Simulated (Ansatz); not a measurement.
## Decaying states in the gap of SrTiSeO2

Aim: relax a made-up compound, SrTiSeO2, and see how good a tunnel barrier it would be. It is built by putting Se for part of the O in the SrTiO3 structure of space group Pm-3m, with the volume rescaled by atomic radii. The parent structure comes from the Materials Project.

Calculated with Ansatz 0.2.0; PBEsol DFT, plane waves, PAW files, in the first sound run; inputs show where later runs differ.

The structure was built from a prototype and need not be the compound's stable phase.

### 1. Starting point

Symmetry: P4/mmm, No. 123, tetragonal system. The conventional cell has a = 4.098 Å, b = 4.098 Å, c = 4.098 Å, α = 90.00°, β = 90.00°, γ = 90.00°. Nearest to Sr lie 4 Se at 2.90 Å and 8 O at 2.90 Å. Nearest to Ti lie 2 Se at 2.05 Å and 4 O at 2.05 Å. Nearest to O lie 2 Ti at 2.05 Å and 4 Sr at 2.90 Å. Nearest to Se lie 2 Ti at 2.05 Å and 4 Sr at 2.90 Å. It derives from SrTiO3. Se for part of the O in the SrTiO3 structure of space group Pm-3m. Farther neighbours and most contacts between anions are not listed.

Structure file:

```cif
data_structure
_symmetry_space_group_name_H-M 'P4/mmm'
_symmetry_Int_Tables_number 123
_cell_length_a 4.0978
_cell_length_b 4.0978
_cell_length_c 4.0978
_cell_angle_alpha 90.000
_cell_angle_beta 90.000
_cell_angle_gamma 90.000
_cell_volume 68.81
loop_
_atom_site_label
_atom_site_type_symbol
_atom_site_symmetry_multiplicity
_atom_site_Wyckoff_symbol
_atom_site_fract_x
_atom_site_fract_y
_atom_site_fract_z
_atom_site_occupancy
Sr1 Sr 1 a 0.00000 0.00000 0.00000 1
Ti1 Ti 1 d 0.50000 0.50000 0.50000 1
O1 O 2 e 0.50000 0.00000 0.50000 1
Se1 Se 1 c 0.50000 0.50000 0.00000 1
```

### 2. Cell and atoms at rest

The substituted atoms don't fit the parent's cell, so cell and atoms relax together. A small smearing keeps the run stable in case the gap closes on the way.

input.yaml reads:

```yaml
crystal:
  lattice:
    - [4.0977598622, 0.0, 0.0]
    - [0.0, 4.0977598622, 0.0]
    - [0.0, 0.0, 4.0977598622]
  atoms:
    - { symbol: Sr, position: [0.0, 0.0, 0.0] }
    - { symbol: Ti, position: [0.5, 0.5, 0.5] }
    - { symbol: O, position: [0.5, 0.0, 0.5] }
    - { symbol: Se, position: [0.5, 0.5, 0.0] }
    - { symbol: O, position: [0.0, 0.5, 0.5] }
kpoints:
  mp_grid: { grid: [6, 6, 6] }
scf:
  occupations: { method: gaussian, width: 0.03 }
hamiltonian:
  xc: pbesol
output:
  forces: true
  stress: true
relax:
  f_tol: 0.02
  max_steps: 60
  cell: {}
```

Run with:

```console
> ansatz run input.yaml --threads 2 --pin off --max-ram 4096MiB --backend cpu --events-out ev --progress --plain --runs-dir out
```

Numbers of over 12 decimals in the logs are rounded to 6 here.

The log of the run:

```text
Engine: ansatz 0.2.0, aarch64-unknown-linux-gnu
Pseudopotentials: kind: paw
Pseudopotential: Sr, paw, valence charge 10, recommended cutoff 420 eV (normal), Sr.paw.azcp
Pseudopotential: Ti, paw, valence charge 12, recommended cutoff 420 eV (normal), Ti.paw.azcp
Pseudopotential: O, paw, valence charge 6, recommended cutoff 420 eV (normal), O.paw.azcp
Pseudopotential: Se, paw, valence charge 16, recommended cutoff 420 eV (normal), Se.paw.azcp
Functional definition: PBEsol
  exchange = pbesol_x
  correlation = pbesol_c
Crystal: 5 atoms, lattice volume = 68.808 Å³
Basis set: ecut = 420 eV, 1357 PW (Γ), exchange–correlation on 60×60×60 points (8 copies of the dense FFT grid, shifted against one another)
Bands: 30, of which v1, the nominal top of the filled ones, is band 25 counted from 1 (24 counted from 0)
Symmetry: 16 space group operations
Space group: P4/mmm (ITA 123), of the structure as read, at distance tolerance 4.1e-5 Å
k-points: 40 of 216
Non-local potential: Sr, projectors of the file, l = 0: 3, l = 1: 2, l = 2: 2
Non-local potential: Ti, projectors of the file, l = 0: 3, l = 1: 2, l = 2: 3, l = 3: 1
Non-local potential: O, projectors of the file, l = 0: 2, l = 1: 2, l = 2: 1
Non-local potential: Se, projectors of the file, l = 0: 2, l = 1: 2, l = 2: 3, l = 3: 1
PAW form: soft (Blöchl's): semilocal exchange-correlation on the pseudo side does not see the compensation charge
PAW frozen core: Sr, regenerated for the run's functional, and the local potential with it (the file was generated under x = pbe(κ = 0.804, μ = 0.219515), c = pbe(β = 0.066725))
PAW frozen core: Ti, regenerated for the run's functional, and the local potential with it (the file was generated under x = pbe(κ = 0.804, μ = 0.219515), c = pbe(β = 0.066725))
PAW frozen core: O, regenerated for the run's functional, and the local potential with it (the file was generated under x = pbe(κ = 0.804, μ = 0.219515), c = pbe(β = 0.066725))
PAW frozen core: Se, regenerated for the run's functional, and the local potential with it (the file was generated under x = pbe(κ = 0.804, μ = 0.219515), c = pbe(β = 0.066725))
PAW one-centre angular grid: Sr, 110 points (default); XC on 64 Gauss nodes
PAW one-centre angular grid: Ti, 590 points (default); XC on 64 Gauss nodes
PAW one-centre angular grid: O, 110 points (default); XC on 64 Gauss nodes
PAW one-centre angular grid: Se, 590 points (default); XC on 64 Gauss nodes
Initial density: superposition of atomic densities (neutral atoms: chi_scale 0, normalization atom), corrected by the library's trained network
Initial wavefunctions: pseudopotential atomic-orbital guess
Functional: x = pbesol(κ = 0.804, μ = 0.123457), c = pbesol(β = 0.046)
SCF iter   1: F=—  HF=-12515.513030 eV  |F-HF|=—  |Δ(HF+E_count)|=         —  Δρ=1.73e-2  dr2=2.13e-1  ethr=1.77e-3  ⟨swp⟩=7.4  Hψ=5703  notcnv=0
preconditioner: auto → Kerker (q_TF=auto, 2.587 Å⁻¹)  [metal: Δε(μ)=0.017 eV  Ē_g=11.337 eV  σ=0.030 eV  W_gap=0.30  n_scr=18 (ndim 8)  ℏωp=24.5 eV  f_vac=0.003  D(μ)=1.61/eV (n_scr^D=6)]
SCF iter   2: F=—  HF=-12515.489155 eV  |F-HF|=—  |Δ(HF+E_count)|=   2.39e-2  Δρ=6.95e-3  dr2=4.26e-2  ethr=4.25e-4  ⟨swp⟩=2.0  Hψ=1678  notcnv=0  defer=27
preconditioner: auto → Resta (q_TF=auto, 2.587 Å⁻¹)  ε∞=5.6  [insulator: Δε(μ)=0.042 eV  Ē_g=11.372 eV  σ=0.030 eV  W_gap=0.53  n_scr=18 (ndim 8)  ℏωp=24.5 eV  f_vac=0.004  D(μ)=1.75/eV (n_scr^D=6)  ε∞_Penn≈5.6]
SCF iter   3: F=—  HF=-12515.484056 eV  |F-HF|=—  |Δ(HF+E_count)|=   5.10e-3  Δρ=1.77e-3  dr2=3.21e-3  ethr=8.52e-5  ⟨swp⟩=2.0  Hψ=1628  notcnv=0  defer=36
SCF iter   4: F=—  HF=-12515.483594 eV  |F-HF|=—  |Δ(HF+E_count)|=   4.63e-4  Δρ=2.95e-4  dr2=6.07e-5  ethr=6.42e-6  ⟨swp⟩=2.0  Hψ=1639  notcnv=0  defer=36
SCF iter   5: F=—  HF=-12515.483526 eV  |F-HF|=—  |Δ(HF+E_count)|=   6.80e-5  Δρ=9.30e-5  dr2=9.40e-6  ethr=1.21e-7  ⟨swp⟩=2.0  Hψ=2129  notcnv=0  defer=36
SCF iter   6: F=—  HF=-12515.483524 eV  |F-HF|=—  |Δ(HF+E_count)|=   1.52e-6  Δρ=3.79e-5  dr2=2.35e-6  ethr=1.88e-8  ⟨swp⟩=2.0  Hψ=2041  notcnv=0  defer=36
SCF iter   7: F=—  HF=-12515.483523 eV  |F-HF|=—  |Δ(HF+E_count)|=   6.08e-7  Δρ=1.48e-5  dr2=3.34e-7  ethr=4.71e-9  ⟨swp⟩=2.0  Hψ=2078  notcnv=0  defer=36
SCF iter   8: F=-12515.483523 eV  HF=-12515.483523 eV  |F-HF|=6.60e-10  |Δ(HF+E_count)|=   3.79e-8  Δρ=2.79e-6  dr2=9.54e-9  ethr=2.00e-10  ⟨swp⟩=5.0  Hψ=4602  notcnv=0
SCF 1 converged in 8 iterations: F = -12515.483523 eV  dr2 = 9.54e-9
  greatest PAW one-centre occupation: 1.000 electrons in one spin orbital (limit 2), on the Se atom at site 3 (counted from 0), in its partial waves of l = 2
relax step   1: F+E_penalty+E_count = -12515.48352339 eV  Δ(F+E_penalty+E_count) = +0.000e0 eV  max|allowed force component| = 3.708e-29 eV/Å  Δτ_max = 0.0000 Å  P = +28.190 GPa  Ω = 68.808 Å³  (8 SCF iters, dr2 threshold 1.00e-7 eV, accepted)
Crystal: 5 atoms, lattice volume = 72.177 Å³
Basis set: ecut = 420 eV, 1399 PW (Γ), exchange–correlation on 60×60×60 points (8 copies of the dense FFT grid, shifted against one another)
Initial density: handed on by an earlier stage of this run
Initial wavefunctions: those handed on with the density
iter 1 solved again at ethr=4.76e-4 eV; its pass at ethr=3.10e-3 eV (dr2=2.38e-1 eV) is discarded
SCF iter   1: F=—  HF=-12516.936160 eV  |F-HF|=—  |Δ(HF+E_count)|=         —  Δρ=1.48e-2  dr2=2.40e-1  ethr=4.76e-4  ⟨swp⟩=1.0  Hψ=6414  notcnv=0
preconditioner: auto → Resta (q_TF=auto, 2.566 Å⁻¹)  ε∞=5.4  [insulator: Δε(μ)=0.379 eV  Ē_g=11.357 eV  σ=0.030 eV  W_gap=0.53  n_scr=18 (ndim 8)  ℏωp=23.9 eV  f_vac=0.008  D(μ)=0.42/eV (n_scr^D=0)  ε∞_Penn≈5.4]
SCF iter   2: F=—  HF=-12516.902710 eV  |F-HF|=—  |Δ(HF+E_count)|=   3.35e-2  Δρ=7.51e-3  dr2=6.81e-2  ethr=4.76e-4  ⟨swp⟩=2.1  Hψ=1511  notcnv=0  defer=1
SCF iter   3: F=—  HF=-12516.889431 eV  |F-HF|=—  |Δ(HF+E_count)|=   1.33e-2  Δρ=6.82e-4  dr2=2.11e-4  ethr=1.36e-4  ⟨swp⟩=2.9  Hψ=1875  notcnv=0  defer=2
SCF iter   4: F=—  HF=-12516.889463 eV  |F-HF|=—  |Δ(HF+E_count)|=   3.17e-5  Δρ=2.19e-4  dr2=4.37e-5  ethr=4.22e-7  ⟨swp⟩=2.0  Hψ=2446  notcnv=0  defer=2
SCF iter   5: F=—  HF=-12516.889380 eV  |F-HF|=—  |Δ(HF+E_count)|=   8.23e-5  Δρ=1.18e-4  dr2=1.16e-5  ethr=8.75e-8  ⟨swp⟩=2.0  Hψ=2140  notcnv=0  defer=2
SCF iter   6: F=—  HF=-12516.889382 eV  |F-HF|=—  |Δ(HF+E_count)|=   2.28e-6  Δρ=2.75e-5  dr2=5.72e-7  ethr=2.32e-8  ⟨swp⟩=2.0  Hψ=2141  notcnv=0  defer=4
SCF iter   7: F=-12516.889382 eV  HF=-12516.889382 eV  |F-HF|=1.43e-8  |Δ(HF+E_count)|=   1.66e-7  Δρ=6.97e-6  dr2=3.75e-8  ethr=1.00e-9  ⟨swp⟩=4.6  Hψ=4427  notcnv=0
SCF 2 converged in 7 iterations: F = -12516.889382 eV  dr2 = 3.75e-8
[...]
relax step   3: F+E_penalty+E_count = -12517.75389313 eV  Δ(F+E_penalty+E_count) = -8.645e-1 eV  max|allowed force component| = 4.788e-28 eV/Å  Δτ_max = 0.0000 Å  P = +8.129 GPa  Ω = 74.522 Å³  energy of the carried Pulay correction = -1.448e-2 eV  (7 SCF iters, dr2 threshold 5.00e-7 eV, accepted)
[... from here on, the SCF cycles and remarks between the steps are left out ...]
relax step   4: F+E_penalty+E_count = -12518.21803111 eV  Δ(F+E_penalty+E_count) = -4.641e-1 eV  max|allowed force component| = 1.720e-29 eV/Å  Δτ_max = 0.0000 Å  P = +3.352 GPa  Ω = 76.439 Å³  energy of the carried Pulay correction = -1.941e-2 eV  (8 SCF iters, dr2 threshold 5.00e-7 eV, accepted)
relax step   5: F+E_penalty+E_count = -12518.34971130 eV  Δ(F+E_penalty+E_count) = -1.317e-1 eV  max|allowed force component| = 5.206e-30 eV/Å  Δτ_max = 0.0000 Å  P = -0.517 GPa  Ω = 78.601 Å³  energy of the carried Pulay correction = -2.474e-2 eV  (8 SCF iters, dr2 threshold 5.00e-7 eV, accepted)
relax step   6: F+E_penalty+E_count = -12518.35082834 eV  Δ(F+E_penalty+E_count) = -1.117e-3 eV  max|allowed force component| = 6.942e-30 eV/Å  Δτ_max = 0.0000 Å  P = +0.061 GPa  Ω = 78.302 Å³  energy of the carried Pulay correction = -2.412e-2 eV  (6 SCF iters, dr2 threshold 5.00e-7 eV, accepted)
relax step   7: F+E_penalty+E_count = -12518.35076992 eV  Δ(F+E_penalty+E_count) = +5.842e-5 eV  max|allowed force component| = 1.363e-28 eV/Å  Δτ_max = 0.0000 Å  P = -0.000 GPa  Ω = 78.334 Å³  energy of the carried Pulay correction = -2.418e-2 eV  (6 SCF iters, dr2 threshold 1.46e-8 eV, accepted)
relax step   8: F+E_penalty+E_count = -12518.52814599 eV  Δ(F+E_penalty+E_count) = -1.774e-1 eV  max|allowed force component| = 4.607e-29 eV/Å  Δτ_max = 0.0000 Å  P = +2.463 GPa  Ω = 78.334 Å³  stress off target by 5.80e0 GPa  SCF on the basis re-selected at this cell (its energy is not comparable with the rows above)  (10 SCF iters)
relax step   9: F+E_penalty+E_count = -12518.56004562 eV  Δ(F+E_penalty+E_count) = -3.190e-2 eV  max|allowed force component| = 1.116e-29 eV/Å  Δτ_max = 0.0000 Å  P = +0.657 GPa  Ω = 79.882 Å³  energy of the carried Pulay correction = -3.530e-3 eV  (6 SCF iters, dr2 threshold 5.00e-7 eV, accepted)
relax step  10: F+E_penalty+E_count = -12518.56119298 eV  Δ(F+E_penalty+E_count) = -1.147e-3 eV  max|allowed force component| = 2.524e-29 eV/Å  Δτ_max = 0.0000 Å  P = -0.120 GPa  Ω = 80.637 Å³  energy of the carried Pulay correction = -5.461e-3 eV  (6 SCF iters, dr2 threshold 5.00e-7 eV, accepted)
relax step  11: F+E_penalty+E_count = -12518.56156809 eV  Δ(F+E_penalty+E_count) = -3.751e-4 eV  max|allowed force component| = 4.152e-28 eV/Å  Δτ_max = 0.0000 Å  P = +0.005 GPa  Ω = 80.522 Å³  energy of the carried Pulay correction = -5.158e-3 eV  (4 SCF iters, dr2 threshold 1.27e-7 eV, accepted)
relax step  12: F+E_penalty+E_count = -12518.56764776 eV  Δ(F+E_penalty+E_count) = -6.080e-3 eV  max|allowed force component| = 4.523e-28 eV/Å  Δτ_max = 0.0000 Å  P = +0.032 GPa  Ω = 80.522 Å³  stress off target by 1.40e-1 GPa  SCF on the basis re-selected at this cell (its energy is not comparable with the rows above)  (8 SCF iters)
relax step  13: F+E_penalty+E_count = -12518.56758495 eV  Δ(F+E_penalty+E_count) = +6.280e-5 eV  max|allowed force component| = 3.944e-30 eV/Å  Δτ_max = 0.0000 Å  P = -0.001 GPa  Ω = 80.568 Å³  energy of the carried Pulay correction = -9.302e-5 eV  (5 SCF iters, dr2 threshold 4.90e-8 eV, accepted)
iter 1 solved again at ethr=4.53e-7 eV; its pass at ethr=3.10e-3 eV (dr2=2.27e-4 eV) is discarded
SCF iter   1: F=—  HF=-12518.567850 eV  |F-HF|=—  |Δ(HF+E_count)|=         —  Δρ=9.08e-5  dr2=2.42e-7  ethr=4.53e-7  ⟨swp⟩=3.6  Hψ=8774  notcnv=0
eigensolver tolerance schedule: the retry pair's looser diagonalisation over-reported the residual by 935.59 of it (diagonalisation noise at 0.16 of the residual, at the tolerance the schedule requests for it); recorded, not acted on — ethr = c·dr2/N_el stays at c = 1.0e-1
preconditioner: auto → Resta (q_TF=auto, 2.520 Å⁻¹)  ε∞=5.5  [insulator: Δε(μ)=0.778 eV  Ē_g=10.696 eV  σ=0.030 eV  W_gap=1.00  n_scr=20 (ndim 8)  ℏωp=22.7 eV  f_vac=0.012  D(μ)=0.00/eV (n_scr^D=0)  ε∞_Penn≈5.5]
SCF iter   2: F=—  HF=-12518.567639 eV  |F-HF|=—  |Δ(HF+E_count)|=   2.11e-4  Δρ=4.71e-5  dr2=1.73e-7  ethr=4.84e-10  ⟨swp⟩=3.0  Hψ=2501  notcnv=0
SCF iter   3: F=—  HF=-12518.567644 eV  |F-HF|=—  |Δ(HF+E_count)|=   5.10e-6  Δρ=2.79e-5  dr2=4.58e-8  ethr=3.47e-10  ⟨swp⟩=2.0  Hψ=1563  notcnv=0
SCF iter   4: F=—  HF=-12518.567646 eV  |F-HF|=—  |Δ(HF+E_count)|=   2.47e-6  Δρ=9.96e-6  dr2=7.76e-9  ethr=9.16e-11  ⟨swp⟩=1.6  Hψ=1242  notcnv=0
SCF iter   5: F=—  HF=-12518.567647 eV  |F-HF|=—  |Δ(HF+E_count)|=   3.51e-7  Δρ=1.65e-6  dr2=9.07e-10  ethr=1.55e-11  ⟨swp⟩=1.8  Hψ=1259  notcnv=0
SCF iter   6: F=—  HF=-12518.567647 eV  |F-HF|=—  |Δ(HF+E_count)|=   6.00e-9  Δρ=2.76e-7  dr2=5.49e-11  ethr=1.81e-12  ⟨swp⟩=2.0  Hψ=1611  notcnv=0
SCF iter   7: F=-12518.567647 eV  HF=-12518.567647 eV  |F-HF|=9.09e-12  |Δ(HF+E_count)|=  1.82e-12  Δρ=1.29e-7  dr2=1.03e-11  ethr=1.00e-12  ⟨swp⟩=4.8  Hψ=4078  notcnv=0
SCF 14 converged in 7 iterations: F = -12518.567647 eV  dr2 = 1.03e-11
relax step  14: F+E_penalty+E_count = -12518.56764669 eV  Δ(F+E_penalty+E_count) = -6.174e-5 eV  max|allowed force component| = 5.995e-30 eV/Å  Δτ_max = 0.0000 Å  P = -0.000 GPa  Ω = 80.568 Å³  stress off target by 8.47e-3 GPa  SCF on the basis re-selected at this cell (its energy is not comparable with the rows above)  (7 SCF iters)
basis re-selected at this cell: Δ(F+E_penalty+E_count) = -6.174e-5 eV, ΔP = +0.000 GPa vs the last step (what re-selecting the basis moved, of the pressure what is left beyond the Pulay correction that the steps carried, after the strain that the cell walked since its last selection, with what the two solves' SCF thresholds leave and, on support functions, any second-order correction that the steps lacked; it is no m [...]
SCF converged after 7 iterations
Free energy (F): -12518.567647 eV
Harris-Foulkes:  -12518.567647 eV  (|F-HF|=9.09e-12)
Internal energy: -12518.567647 eV  (E = F + TS)
E sigma→0 (E₀):  -12518.567647 eV
Fermi energy:    9.715482 eV
--- Per-component energies (eV) ---
  E_band       = -609.624573
  E_kinetic    = 986.814509
  E_local      = -4619.474588  (includes V_loc(G=0)·N_el)
  E_nonlocal   = -290.013867
  E_hartree    = 1971.584097
  E_xc         = -521.126369
  E_vxc        = -572.960734  (∫ρ·V_xc dr)
  E_paw        = -5834.177691  (= ΣΔE_a)
  E_vpaw       = -57.162408  (= ΣTr[D̂ρ^β])
  E_aug_tail   = 0.004336  (compensation charges beyond the density's cutoff)
  E_ewald      = -4213.530832
  E_core_change = 1.352758  (= ΣΔE_core)
  E_smearing   = -0.000000  (= −TS)
  E_closure    = 0.000000  (closes the sum)
  Σ components = -12518.567647   (vs F -12518.567647, Δ=0.00e0)
--- Forces (eV/Å), atoms counted from 1 ---
  atom   1  Sr     0.00000000     0.00000000     0.00000000
  atom   2  Ti    -0.00000000     0.00000000     0.00000000
  atom   3  O      0.00000000     0.00000000     0.00000000
  atom   4  Se     0.00000000    -0.00000000     0.00000000
  atom   5  O      0.00000000    -0.00000000     0.00000000
  max |Σ_I F_I| component: 4.73e-30 eV/Å
--- Stress (GPa, compression-positive) ---
       -0.004675       0.000000       0.000000
        0.000000      -0.004675       0.000000
        0.000000       0.000000       0.008470
  P = ⅓ Tr σ = -0.0003 GPa (-0.003 kbar)
--- Relaxed structure (11 steps of the walk, 11 accepted, 3 SCFs on fresh bases) ---
  F+E_penalty+E_count = -12518.56764669 eV   max|allowed force component| = 5.995e-30 eV/Å   (the final SCF, on the basis selected at the relaxed cell)
  cell:  # Å, volume = 80.5680 Å³
    - [3.994252, 0, 0.0]
    - [0, 3.994252, 0.0]
    - [0.0, 0.0, 5.050007]
  atoms:
    - { symbol: Sr, position: [0, 0, 0.0] }
    - { symbol: Ti, position: [0.5, 0.5, 0.5] }
    - { symbol: O, position: [0.5, 0, 0.5] }
    - { symbol: Se, position: [0.5, 0.5, 0.0] }
    - { symbol: O, position: [0, 0.5, 0.5] }
```

It took 35 s on 2 threads of Arm Neoverse V2, shared host; peak memory 0.43 GiB.

Relaxation path:

```
step  energy less that of the first step (eV)  largest force component (eV/Å)  pressure (GPa)  volume (Å³)
   1                                   0.0000                          0.0000           28.19        68.81
   2                                  -1.4059                          0.0000           15.73        72.18
   3                                  -2.2704                          0.0000            8.13        74.52
   4                                  -2.7345                          0.0000            3.35        76.44
   5                                  -2.8662                          0.0000           -0.52        78.60
   6                                  -2.8673                          0.0000            0.06        78.30
   7                                  -2.8672                          0.0000            0.00        78.33
  8*                                  -3.0446                          0.0000            2.46        78.33
   9                                  -3.0765                          0.0000            0.66        79.88
  10                                  -3.0777                          0.0000           -0.12        80.64
  11                                  -3.0780                          0.0000            0.00        80.52
 12*                                  -3.0841                          0.0000            0.03        80.52
  13                                  -3.0841                          0.0000            0.00        80.57
 14*                                  -3.0841                          0.0000            0.00        80.57
```

Relaxation steps marked * repeat the geometry before them on a plane-wave basis chosen anew for their cell, so energy and pressure can jump there.

The run keeps the 16 symmetry operations that it works with, so distortions that break them were not tested.

```csv
cell as run,before,after,change
a (Å),4.098,3.994,-2.5 %
b (Å),4.098,3.994,-2.5 %
c (Å),4.098,5.050,+23.2 %
volume (Å³/atom),13.76,16.11,+17.1 %
```

Final coordinates:

```xyz
5
Lattice="3.9943 0.0000 0.0000 0.0000 3.9943 0.0000 0.0000 0.0000 5.0500" Properties=species:S:1:pos:R:3 pbc="T T T"
Sr    0.0000    0.0000    0.0000
Ti    1.9971    1.9971    2.5250
O     1.9971    0.0000    2.5250
Se    1.9971    1.9971    0.0000
O     0.0000    1.9971    2.5250
```

Numbers from this step:

```
free energy  : -12518.5676 eV
Fermi energy : 9.715 eV
pressure     : -2.93e-4 GPa
```

The largest force component on a free atom ends at 6.0e-30 eV/Å.

(Part 1 of 3 ends here.)

[Logs are printed without paths, hosts, clocks, repeated set-up lines and the standing remarks that a program may print on its own settings, such as how far it seeks lower states.]

[Hosts, paths, dates, database ids (printed as entryN), source tags and the programs' standing remarks are cut or masked in the printed files.]
